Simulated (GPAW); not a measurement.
## Al2O2 monolayer: work function by functional and basis

Aim: the work function of both faces of Al2O2 monolayer, and its spread over functionals and bases. Where a layer proves gapped, the work function hangs on where the smearing puts the Fermi level, and the band edges take its place.

Program: GPAW 26.7.0. Level of theory: GPAW, PAW setups; layer in a repeated cell with vacuum, relaxation of atoms and in-plane cell, in the first sound run; inputs show where later runs differ. Results are calculated unless marked as measured.

## Step 1: The structure

The cell holds 4 atoms: 2 O and 2 Al. Its edges and angles: a = 2.964 Å, b = 2.964 Å, c = 22.071 Å, α = 90.0°, β = 90.0°, γ = 120.0°. Vacuum lies along c.

Structure file:

```cif
data_structure
_symmetry_space_group_name_H-M 'P 1'
_symmetry_Int_Tables_number 1
_cell_length_a 2.9640
_cell_length_b 2.9640
_cell_length_c 22.0711
_cell_angle_alpha 90.000
_cell_angle_beta 90.000
_cell_angle_gamma 120.000
_cell_volume 167.92
loop_
_atom_site_label
_atom_site_type_symbol
_atom_site_fract_x
_atom_site_fract_y
_atom_site_fract_z
_atom_site_occupancy
O1 O 0.33333 0.66667 0.40777 1
Al2 Al 0.00000 0.00000 0.44518 1
Al3 Al 0.00000 0.00000 0.55482 1
O4 O 0.33333 0.66667 0.59223 1
```

## Step 2: Relaxation

The atoms are relaxed first, since the surface dipole, and with it the work function, follows the positions of the outer layers.

Contents of run.py:

```python
import json
import numpy as np
from ase import Atoms
from ase.filters import FrechetCellFilter
from ase.optimize import BFGS
from gpaw import GPAW, PW

slab = Atoms(
    ['O', 'Al', 'Al', 'O'],
    positions=[
        [-0.00000, 1.71127, 9.00000],
        [0.00000, 0.00000, 9.82557],
        [0.00000, 0.00000, 12.24557],
        [-0.00000, 1.71127, 13.07114]],
    cell=[[2.964, 0.0, 0.0], [-1.482, 2.5669, 0.0], [0.0, 0.0, 22.0711]],
    pbc=[True, True, True])

slab.calc = GPAW(mode=PW(600), xc='PBE', kpts={'size': (12, 12, 1), 'gamma': True},
                 occupations={'name': 'fermi-dirac', 'width': 0.05}, nbands='200%',
                 convergence={'density': 1e-05}, maxiter=200,
                 symmetry={'tolerance': 1e-3}, txt='slab.txt')
result = {}
# The in-plane cell is free; stress needs a cell that repeats along all three vectors
path = []
opt = BFGS(FrechetCellFilter(slab, mask=[1, 1, 0, 0, 0, 1]), maxstep=0.2)
opt.attach(lambda: path.append((slab.get_potential_energy(), slab.positions.tolist(), slab.get_forces().tolist())))
result['relaxed'] = bool(opt.run(fmax=0.02, steps=45))
result['path'] = path
result['cell'] = slab.cell.tolist()
print('in-plane lattice', slab.cell.cellpar().round(4)[[0, 1, 5]])
energy = slab.get_potential_energy()
fermi = slab.calc.get_fermi_level()
v = slab.calc.get_electrostatic_potential().mean((0, 1)) - fermi
n = slab.calc.get_pseudo_density().mean((0, 1))
L = slab.cell[2, 2]
z = np.arange(len(v)) * L / len(v)
low, high = slab.positions[:, 2].min(), slab.positions[:, 2].max()
below, above = np.interp([low - 6.8, high + 6.8], z, v)
slopes = [np.interp(x, z, np.gradient(v, z)) for x in (low - 6.8, high + 6.8)]
eps = np.array([[slab.calc.get_eigenvalues(k, s) for k in range(len(slab.calc.get_ibz_k_points()))]
                for s in range(slab.calc.get_number_of_spins())]) - fermi
top, bottom = eps[eps < 0].max(), eps[eps > 0].min()
dipole = slab.get_dipole_moment()[2]
print(f'energy {energy:.4f} eV, Fermi level {fermi:.4f} eV, dipole {dipole:.5f} e A')
print(f'potential 6.8 A off the faces, from the Fermi level: lower {below:.4f} eV, upper {above:.4f} eV')
print(f'slope of the potential there: lower {slopes[0]:.5f}, upper {slopes[1]:.5f} eV/A')
print(f'nearest levels on the mesh: {top:.4f} and {bottom:.4f} eV')
print('magnetic moment', round(slab.get_magnetic_moment(), 3))
result.update(energy=energy, fermi=fermi, dipole=dipole, below=below, above=above, slopes=slopes, edges=[top, bottom],
              z=z.tolist(), v=v.tolist(), n=n.tolist(), positions=slab.positions.tolist(),
              forces=slab.get_forces(apply_constraint=False).tolist(), moments=slab.get_magnetic_moments().tolist())
json.dump(result, open('result.json', 'w'))
```

Run with:

```sh
> OMP_NUM_THREADS=1 OPENBLAS_NUM_THREADS=1 python run.py
```

What it wrote:

```text
Step          Energy          fmax
BFGS:    0      -26.136468        3.646572
BFGS:    1      -26.504514        1.610583
BFGS:    2      -26.593473        0.068660
BFGS:    3      -26.593429        0.055153
BFGS:    4      -26.593488        0.065529
BFGS:    5      -26.593666        0.051612
BFGS:    6      -26.593769        0.027632
BFGS:    7      -26.593611        0.011489
in-plane lattice [  2.9482   2.9482 120.    ]
energy -26.5936 eV, Fermi level -1.1685 eV, dipole 0.00035 e A
potential 6.8 A off the faces, from the Fermi level: lower 4.4340 eV, upper 4.4322 eV
slope of the potential there: lower 0.00013, upper 0.00065 eV/A
nearest levels on the mesh: -0.6081 and 0.6300 eV
magnetic moment 0.0
```

It took 4.3 min on 1 thread of Arm Neoverse V1, shared host; peak memory 0.3 GiB.

Numbers from this step:

- dipole along the normal: 3.55e-4 e·Å
- levels nearest the Fermi level on the mesh: -0.6081, 0.6300 eV from the Fermi level

The electrostatic potential energy of an electron (without an applied field's), less the Fermi level, planar mean by z:

```
z (Å)  electrostatic potential energy of an electron (without an applied field's), less the Fermi level, planar mean (eV)
  0.0                                                                                                                4.43
  0.5                                                                                                                4.43
  1.0                                                                                                                4.43
  1.5                                                                                                                4.43
  2.0                                                                                                                4.43
  2.5                                                                                                                4.43
  3.0                                                                                                                4.43
  3.5                                                                                                                4.43
  4.0                                                                                                                4.43
  4.5                                                                                                                4.43
  5.0                                                                                                                4.43
  5.5                                                                                                                4.43
  6.0                                                                                                                4.43
  6.5                                                                                                                4.43
  7.0                                                                                                                4.41
  7.5                                                                                                                4.30
  8.0                                                                                                                3.66
  8.5                                                                                                              -0.242
  9.0                                                                                                               -16.0
  9.5                                                                                                               -16.3
 10.0                                                                                                               -12.6
 10.5                                                                                                               -2.60
 11.0                                                                                                                1.30
 11.5                                                                                                               -1.63
 12.0                                                                                                               -11.1
 12.5                                                                                                               -16.4
 13.0                                                                                                               -17.1
 13.5                                                                                                               -1.59
 14.0                                                                                                                3.43
 14.5                                                                                                                4.25
 15.0                                                                                                                4.39
 15.5                                                                                                                4.42
 16.0                                                                                                                4.43
 16.5                                                                                                                4.43
 17.0                                                                                                                4.43
 17.5                                                                                                                4.43
 18.0                                                                                                                4.43
 18.5                                                                                                                4.43
 19.0                                                                                                                4.43
 19.5                                                                                                                4.43
 20.0                                                                                                                4.43
 20.5                                                                                                                4.43
 21.0                                                                                                                4.43
 21.5                                                                                                                4.43
```

Pseudo valence density, planar mean against z:

```
z (Å)  pseudo valence density, planar mean (e/Å³)
    6                                      5.7e-5
    7                                     0.00162
    8                                      0.0565
    9                                        1.02
   10                                       0.184
   11                                       0.151
   12                                       0.175
   13                                        1.01
   14                                      0.0731
   15                                     0.00201
   16                                      7.6e-5
```

The relaxation lowered the energy of the cell by 0.457 eV (energies extrapolated to zero smearing; the optimiser's log prints free energies). The largest force left on a free atom is 0.0087 eV/Å.

## Step 3: Plane waves, PBE

With the geometry fixed, the planar mean of the potential gives the vacuum level on each side.

This step: GPAW, PAW setups; slab in vacuum (GPAW 26.7.0).

The cell differs from the one that the last finished run ended in (c 22.071 → 21.987 Å).

run.py: that of step 2 with these lines changed.

```diff
@@ -3,4 +3,2 @@
 from ase import Atoms
-from ase.filters import FrechetCellFilter
-from ase.optimize import BFGS
 from gpaw import GPAW, PW
@@ -10,22 +8,15 @@
     positions=[
-        [-0.00000, 1.71127, 9.00000],
-        [0.00000, 0.00000, 9.82557],
-        [0.00000, 0.00000, 12.24557],
-        [-0.00000, 1.71127, 13.07114]],
-    cell=[[2.964, 0.0, 0.0], [-1.482, 2.5669, 0.0], [0.0, 0.0, 22.0711]],
-    pbc=[True, True, True])
+        [0.00000, 1.70212, 9.00000],
+        [0.00000, 0.00000, 9.68085],
+        [-0.00000, -0.00000, 12.30588],
+        [0.00000, 1.70212, 12.98674]],
+    cell=[[2.94816, -0.0, 0.0], [-1.47408, 2.55318, 0.0], [0.0, 0.0, 21.9867]],
+    pbc=[True, True, False])
 
-slab.calc = GPAW(mode=PW(600), xc='PBE', kpts={'size': (12, 12, 1), 'gamma': True},
+slab.calc = GPAW(mode=PW(500), xc='PBE', kpts={'size': (12, 12, 1), 'gamma': True},
                  occupations={'name': 'fermi-dirac', 'width': 0.05}, nbands='200%',
                  convergence={'density': 1e-05}, maxiter=200,
+                 poissonsolver={'dipolelayer': 'xy'},
                  symmetry={'tolerance': 1e-3}, txt='slab.txt')
 result = {}
-# The in-plane cell is free; stress needs a cell that repeats along all three vectors
-path = []
-opt = BFGS(FrechetCellFilter(slab, mask=[1, 1, 0, 0, 0, 1]), maxstep=0.2)
-opt.attach(lambda: path.append((slab.get_potential_energy(), slab.positions.tolist(), slab.get_forces().tolist())))
-result['relaxed'] = bool(opt.run(fmax=0.02, steps=45))
-result['path'] = path
-result['cell'] = slab.cell.tolist()
-print('in-plane lattice', slab.cell.cellpar().round(4)[[0, 1, 5]])
 energy = slab.get_potential_energy()
```

What it wrote:

```text
energy -25.9113 eV, Fermi level -1.1532 eV, dipole 0.00032 e A
potential 6.8 A off the faces, from the Fermi level: lower 4.4367 eV, upper 4.4289 eV
slope of the potential there: lower -0.00101, upper 0.00102 eV/A
nearest levels on the mesh: -0.6071 and 0.6291 eV
magnetic moment 0.0
```

Run time: 19 s. Hardware: 1 thread; peak memory 0.2 GiB.

This step gave:

```
dipole along the normal                    : 3.22e-4 e·Å
levels nearest the Fermi level on the mesh : -0.6071, 0.6291 eV from the Fermi level
upper work function                        : 4.429 eV
lower work function                        : 4.437 eV
upper ionisation energy                    : 5.036 eV
```

Table of electrostatic potential energy of an electron (without an applied field's), less the Fermi level, planar mean by z:

```
z (Å)  electrostatic potential energy of an electron (without an applied field's), less the Fermi level, planar mean (eV)
    0                                                                                                                4.43
    1                                                                                                                4.44
    2                                                                                                                4.44
    3                                                                                                                4.44
    4                                                                                                                4.44
    5                                                                                                                4.43
    6                                                                                                                4.43
    7                                                                                                                4.40
    8                                                                                                                3.53
    9                                                                                                               -16.7
   10                                                                                                               -11.7
   11                                                                                                                1.34
   12                                                                                                               -12.0
   13                                                                                                               -16.6
   14                                                                                                                3.57
   15                                                                                                                4.39
   16                                                                                                                4.42
   17                                                                                                                4.43
   18                                                                                                                4.43
   19                                                                                                                4.43
   20                                                                                                                4.43
   21                                                                                                                4.43
```

Pseudo valence density, planar mean against z:

```
z (Å)  pseudo valence density, planar mean (e/Å³)
  6.0                                      7.2e-5
  6.5                                      3.6e-4
  7.0                                     0.00190
  7.5                                      0.0104
  8.0                                      0.0664
  8.5                                       0.408
  9.0                                        1.02
  9.5                                       0.485
 10.0                                       0.180
 10.5                                       0.157
 11.0                                       0.151
 11.5                                       0.157
 12.0                                       0.181
 12.5                                       0.506
 13.0                                        1.03
 13.5                                       0.389
 14.0                                      0.0635
 14.5                                      0.0100
 15.0                                     0.00180
 15.5                                      3.5e-4
 16.0                                      6.9e-5
```

The layer is gapped, so the Fermi level lies somewhere inside the gap, set by smearing and numerics, and these work functions are no property of the material; the band edges below the vacuum level are. The potential is flat to 0.001 eV/Å where it is read, so the vacuum is wide enough.

(Continued in part 2 of 2.)

[Logs are printed without paths, hosts, clocks, repeated set-up lines and the standing remarks that a program may print on its own settings, such as how far it seeks lower states.]

[Hosts, paths, dates, database ids (printed as entryN), source tags and the programs' standing remarks are cut or masked in the printed files.]
